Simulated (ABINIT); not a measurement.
## Quasiparticle gap of Diamond (Fd-3m, 2 atoms a cell) in ABINIT

How does a plane-wave GW calculation on Diamond (Fd-3m, 2 atoms a cell) run from the first input to the gap?

Method: PBE and many-body steps on it, plane waves, in ABINIT 10.8.3.

**The experiments to reproduce.**

- Gap 5.5 eV: band gap, experimental literature value; bulk crystal (quoted in “Fermi level pinning by defects can explain the large reported carbon 1s binding energy variations in diamond”, 2019, arxiv:1902.02958).

- Gap 5.47 eV: experimental band gap used as input; bulk crystal (quoted in “Enhanced Electron Emission Performance and Air‐Surface Stability in ScO‐Terminated Diamond for Thermionic Energy Converters”, 2024, pmc:11600692).

## Step 1: Set-up

It takes space group Fd-3m (No. 227, cubic). The conventional cell has a = 3.567 Å, b = 3.567 Å, c = 3.567 Å, α = 90.00°, β = 90.00°, γ = 90.00°. C has 4 C at 1.54 Å nearest.

Coordinates:

```cif
data_structure
_symmetry_space_group_name_H-M 'P 1'
_symmetry_Int_Tables_number 1
_cell_length_a 2.5221
_cell_length_b 2.5221
_cell_length_c 2.5221
_cell_angle_alpha 60.000
_cell_angle_beta 60.000
_cell_angle_gamma 60.000
_cell_volume 11.34
loop_
_atom_site_label
_atom_site_type_symbol
_atom_site_fract_x
_atom_site_fract_y
_atom_site_fract_z
_atom_site_occupancy
C1 C 0.00000 0.00000 0.00000 1
C2 C 0.25000 0.25000 0.25000 1
```

The cell and positions come from the Crystallography Open Database and are kept as given unless a step says otherwise.

## Step 2: Ground state

This step: ABINIT 10.8.3; DFT, PBE, plane waves, norm-conserving pseudopotentials.

The ground-state density comes first.

File run.abi:

```
acell 3*1.0 Angstrom
rprim 
  -0.000000000000 1.783370000000 1.783370000000
  1.783370000000 -0.000000000000 1.783370000000
  1.783370000000 1.783370000000 0.000000000000
ntypat 1
znucl 6
natom 2
typat 1 1
xred 
  -0.000000000000 0.000000000000 0.000000000000
  0.250000000000 0.250000000000 0.250000000000
pp_dirpath "pseudos"
pseudos "C.upf"
ecut 37
ngkpt 10 10 10
nshiftk 1
shiftk 0 0 0
kptopt 1
chksymbreak 0
nband 9
occopt 1
tolvrs 1e-10
nstep 60
prtwf 0
optforces 0
optstress 0
indata_prefix "in"
outdata_prefix "out"
tmpdata_prefix "tmp"
```

Started as:

```bash
$ OMP_NUM_THREADS=1 mpirun -n 8 abinit run.abi > log
```

Log:

```text
.Version 10.8.3 of ABINIT. v10.8.2 released Aug 2026.

 Symmetries : space group Fd -3 m (#227); Bravais cF (face-center cubic)
================================================================================
 Values of the parameters that define the memory need of the present run
     intxc =       0    ionmov =       0      iscf =       7    lmnmax =       4
     lnmax =       4     mgfft =      30  mpssoang =       2    mqgrid =    3001
     natom =       2  nloc_mem =       1    nspden =       1   nspinor =       1
    nsppol =       1      nsym =      48    n1xccc =    2501    ntypat =       1
    occopt =       1   xclevel =       2
-    mband =           9        mffmem =           1         mkmem =           6
       mpw =         845          nfft =       27000          nkpt =          47
================================================================================
  Rough estimation (10% accuracy) of disk space for files :
================================================================================

--------------------------------------------------------------------------------
------------- Echo of variables that govern the present computation ------------
--------------------------------------------------------------------------------
 -outvars: echo values of preprocessed input variables --------
            acell      1.8897261259E+00  1.8897261259E+00  1.8897261259E+00 Bohr

      chksymbreak           0
             ecut      3.70000000E+01 Hartree
-          fftalg         312

              ixc     -101130
              kpt      0.00000000E+00  0.00000000E+00  0.00000000E+00
                       1.00000000E-01  0.00000000E+00  0.00000000E+00
                       2.00000000E-01  0.00000000E+00  0.00000000E+00
                       3.00000000E-01  0.00000000E+00  0.00000000E+00
                       4.00000000E-01  0.00000000E+00  0.00000000E+00
                       5.00000000E-01  0.00000000E+00  0.00000000E+00
                       1.00000000E-01  1.00000000E-01  0.00000000E+00
                       2.00000000E-01  1.00000000E-01  0.00000000E+00
                       3.00000000E-01  1.00000000E-01  0.00000000E+00
   [... 36 further rows ...]
                      -3.00000000E-01  4.00000000E-01  2.00000000E-01
                      -3.00000000E-01  5.00000000E-01  2.00000000E-01
         kptrlatt       10    0    0      0   10    0      0    0   10
          kptrlen      4.76601409E+01
P           mkmem           6
            natom           2
            nband           9
            ngfft          30      30      30
             nkpt          47
            nstep          60
             nsym          48
           ntypat           1
              occ      2.000000  2.000000  2.000000  2.000000  0.000000  0.000000
[...]
optforces           0
        optstress           0
            prtwf           0
            rprim     -0.0000000000E+00  1.7833700000E+00  1.7833700000E+00
[...]
spgroup         227

           tolvrs      1.00000000E-10

             xred      0.0000000000E+00  0.0000000000E+00  0.0000000000E+00
[...]
znucl        6.00000

================================================================================

 chkinp: Checking input parameters for consistency.

================================================================================
== DATASET  1 ==================================================================
-   mpi_nproc: 8, omp_nthreads: 1 (-1 if OMP is not activated)

--- !DatasetInfo
iteration_state: {dtset: 1, }
dimensions: {natom: 2, nkpt: 47, mband: 9, nsppol: 1, nspinor: 1, nspden: 1, mpw: 845, }
cutoff_energies: {ecut:  37.0, pawecutdg:  -1.0, }
electrons: {nelect:   8.00000000E+00, charge:   0.00000000E+00, occopt:   1.00000000E+00, tsmear:   1.00000000E-02, }

 Real(R)+Recip(G) space primitive vectors, cartesian coordinates (Bohr,Bohr^-1):
 R(1)=  0.0000000  3.3700809  3.3700809  G(1)= -0.1483644  0.1483644  0.1483644
 R(2)=  3.3700809  0.0000000  3.3700809  G(2)=  0.1483644 -0.1483644  0.1483644
 R(3)=  3.3700809  3.3700809  0.0000000  G(3)=  0.1483644  0.1483644 -0.1483644
 Unit cell volume ucvol=  7.6551017E+01 bohr^3
 Angles (23,13,12)=  6.00000000E+01  6.00000000E+01  6.00000000E+01 degrees

 getcut: wavevector=  0.0000  0.0000  0.0000  ngfft=  30  30  30
         ecut(hartree)=     37.000   => boxcut(ratio)=   2.30135

 getcut : COMMENT -
  Note that boxcut > 2.2 ; recall that boxcut=Gcut(box)/Gcut(sphere) = 2
  is sufficient for exact treatment of convolution.
  Such a large boxcut is a waste : you could raise ecut
  e.g. ecut=   48.989798 Hartrees makes boxcut=2

--- Pseudopotential description ------------------------------------------------
- C Generated using ONCVPSP code by D. R. Hamann
-  6.00000   4.00000  171031                  znucl, zion, pspdat
12 -101130 1 -1 1248                          pspcod,pspxc,lmax,lloc,mmax
     nproj     2     2
  pspatm : epsatm=    4.31346680
         --- l  ekb(1:nproj) -->
[...]
1   -4.199961   -0.877517
 pspatm: atomic psp has been read  and splines computed

   6.90154688E+01                                ecore*ucvol(ha*bohr**3)
--------------------------------------------------------------------------------

_setup2: Arith. and geom. avg. npw (full set) are     822.485     822.457

================================================================================

--- !BeginCycle
iteration_state: {dtset: 1, }
solver: {iscf: 7, nstep: 60, nline: 4, wfoptalg: 0, }
tolerances: {tolvrs: 1.00E-10, }

     iter   Etot(hartree)      deltaE(h)  residm     vres2
 ETOT  1  -12.022013    -1.202E+01 1.536E-01 4.594E+01
 ETOT  2  -12.037397    -1.538E-02 8.428E-03 1.506E-01
 ETOT  3  -12.037408    -1.057E-05 4.063E-03 4.423E-03
 ETOT  4  -12.037408    -2.768E-07 3.688E-03 5.608E-05
 ETOT  5  -12.037408    -2.349E-09 8.736E-04 9.324E-08
 ETOT  6  -12.037408    -2.011E-12 3.766E-04 3.376E-10
 ETOT  7  -12.037408     9.415E-14 1.630E-04 1.540E-12

 At SCF step    7       vres2   =  1.54E-12 < tolvrs=  1.00E-10 =>converged.

--- !ResultsGS
iteration_state: {dtset: 1, }
comment   : Summary of ground state results
lattice_vectors:
- [ -0.0000000,   3.3700809,   3.3700809, ]
- [  3.3700809,  -0.0000000,   3.3700809, ]
- [  3.3700809,   3.3700809,   0.0000000, ]
lattice_lengths: [   4.76601,    4.76601,    4.76601, ]
lattice_angles: [ 60.000,  60.000,  60.000, ] # degrees, (23, 13, 12)
lattice_volume:   7.6551017E+01
convergence: {deltae:  9.415E-14, res2:  1.540E-12, residm:  1.630E-04, diffor:  0.000E+00, }
etotal    :  -1.20374080E+01
entropy   :   0.00000000E+00
fermie    :   3.78251972E-01
cartesian_stress_tensor: null
pressure_GPa: null
xred      :
- [  0.0000E+00,   0.0000E+00,   0.0000E+00,  C]
- [  2.5000E-01,   2.5000E-01,   2.5000E-01,  C]
cartesian_forces: null
force_length_stats: {min: null, max: null, mean: null, }

 Integrated electronic density in atomic spheres:
 ------------------------------------------------
 Atom  Sphere_radius  Integrated_density
    1        2.00000          4.70847033
    2        2.00000          4.67055731
================================================================================

 ----iterations are completed or convergence reached----

 Mean square residual over all n,k,spin=   13.101E-07; max=  16.296E-05
 reduced coordinates (array xred) for    2 atoms
       0.000000      0.000000      0.000000
       0.250000      0.250000      0.250000
 rms dE/dt=  0.0000E+00; max dE/dt=  0.0000E+00; dE/dt below (all hartree)
    1       0.000000      0.000000      0.000000
    2       0.000000      0.000000      0.000000

 cartesian coordinates (angstrom) at end:
    1      0.000000     0.000000     0.000000
    2      0.891685     0.891685     0.891685
 length scales=  1.889726  1.889726  1.889726 bohr
              =  1.000000  1.000000  1.000000 angstroms
 prteigrs : about to open file out_EIG
 Fermi (or HOMO) energy (hartree) =   0.37825   Average Vxc (hartree)=  -0.49368
 Eigenvalues (hartree) for nkpt=  47  k points:
 kpt#   1, nband=  9, wtk=  0.00100, kpt=  0.0000  0.0000  0.0000 (reduced coord)
  -0.41145    0.37825    0.37825    0.37825    0.58499    0.58499    0.58499    0.86809
   1.08739
 prteigrs : prtvol=0 or 1, do not print more k-points.

--- !EnergyTerms
iteration_state     : {dtset: 1, }
comment             : Components of total free energy in Hartree
kinetic             :  8.473014E+00
hartree             :  9.659469E-01
xc                  : -4.340056E+00
Ewald energy        : -1.278734E+01
psp_core            :  9.015617E-01
local_psp           : -4.684163E+00
non_local_psp       : -5.663677E-01
total_energy        : -1.203741E+01
total_energy_eV     : -3.275546E+02
band_energy         :  3.846769E-01

== END DATASET(S) ==============================================================
================================================================================

 -outvars: echo values of variables after computation  --------
           etotal     -1.2037408010E+01
            nband           9
             nkpt          47
          spgroup         227
 [... the other variables as echoed above ...]

 Calculation completed.
```

The job ended after 2.4 s (8 MPI ranks of Arm Neoverse V2, shared host; peak memory 0.07 GiB).

This step gave:

```yaml
total_energy: -327.5546 eV
gap: 4.229 eV
k_of_the_valence_top: 0, 0, 0
k_of_the_conduction_bottom: 0.4, 0.4, 0
least_direct_gap: 5.626 eV
```

The gap is indirect, with the least direct gap 1.40 eV higher.

(Continued in part 2 of 3.)

[Long decimals in the printed logs are rounded to 6 places.]

[Logs are printed without paths, hosts, clocks, repeated set-up lines and the standing remarks that a program may print on its own settings, such as how far it seeks lower states.]

[Paths, hosts, dates, memory and timing lines, banners, echoed tables and standing remarks are left out of the program output; an Ansatz launch command may be rebuilt from the run's recorded settings. Measured values are a selection of at most five: reports struck by readers or far from the other reports are left out. None is set beside runs whose start may be inverted or whose files or cutoffs have a known fault.]

[Runs of the session that timed out or met a known fault of the program may be left out.]

[Hosts, paths, dates, database ids (printed as entryN), source tags and the programs' standing remarks are cut or masked in the printed files.]

[G0W0 gaps are taken among the corrected bands and points alone; a level outside them can change the order at an edge.]

[Where Ansatz stands beside ABINIT at settings called matched, ABINIT's density can come from a denser mesh and the files from another edition; pairs whose starting gaps differed by over 0.03 eV were left out, so agreement reads better than it is.]
